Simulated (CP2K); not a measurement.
Two runs for the C K edge of 2-silylpyrimidine. Run A: CP2K XAS_TDP, all-electron GAPW, PBEh(45%), aug-pc-1, TDA, no relativity. Run B differs in one setting.

First lines with a strength over 0.0015. A:

```
                     atom  energy (eV)  states  strength, one atom
C2 (bonded to 2 N and Si)       281.41       1              0.0599
                                285.81       1              0.0164
                                286.31       1              0.0060
                                286.85       1              0.0028
                                286.89       1              0.0020
C4 (bonded to C, N and H)       281.22       1              0.0617
                                285.35       1              0.0124
                                286.41       1              0.0036
                                286.78       1              0.0015
                                287.10       1              0.0029
 C5 (bonded to 2 C and H)       281.06       1              0.0513
                                284.21       1              0.0126
                                285.51       1              0.0040
                                285.66       1              0.0055
                                286.45       1              0.0037
```

B:

```
                     atom  energy (eV)  states  strength, one atom
C2 (bonded to 2 N and Si)       285.25       1              0.0703
                                290.51       1              0.0299
                                291.43       1              0.0025
                                291.88       1              0.0068
                                291.93       1              0.0036
C4 (bonded to C, N and H)       285.07       1              0.0717
                                290.08       1              0.0222
                                291.54       1              0.0041
                                291.89       1              0.0024
                                292.24       1              0.0050
 C5 (bonded to 2 C and H)       285.13       1              0.0610
                                288.87       1              0.0208
                                290.54       1              0.0053
                                290.65       1              0.0053
                                291.50       1              0.0036
```

**Question.** Which was it: the basis, GW2X switched on, the functional, scalar relativity switched on?

The functional (functional from PBEh(45%) to PBEh(60%); the lines alone don't name the new value). A functional moves all lines by electronvolts and changes their spacings and strengths. Against PBEh(45%) in aug-pc-1, the leading lines move by +3.84 eV (C2, to 285.25), +3.85 eV (C4, to 285.07) and +4.07 eV (C5, to 285.13); the strength of C2's goes from 0.0599 to 0.0703. The next line of C2 over the strength cut lies 5.26 eV higher, against 4.40.

[Banner, clock and machine lines of the logs are left out without a mark of their own.]

[Logs are printed without paths, hosts, clocks, repeated set-up lines and the standing remarks that a program may print on its own settings, such as how far it seeks lower states.]

[Hosts, paths, dates, database ids (printed as entryN), source tags and the programs' standing remarks are cut or masked in the printed files.]
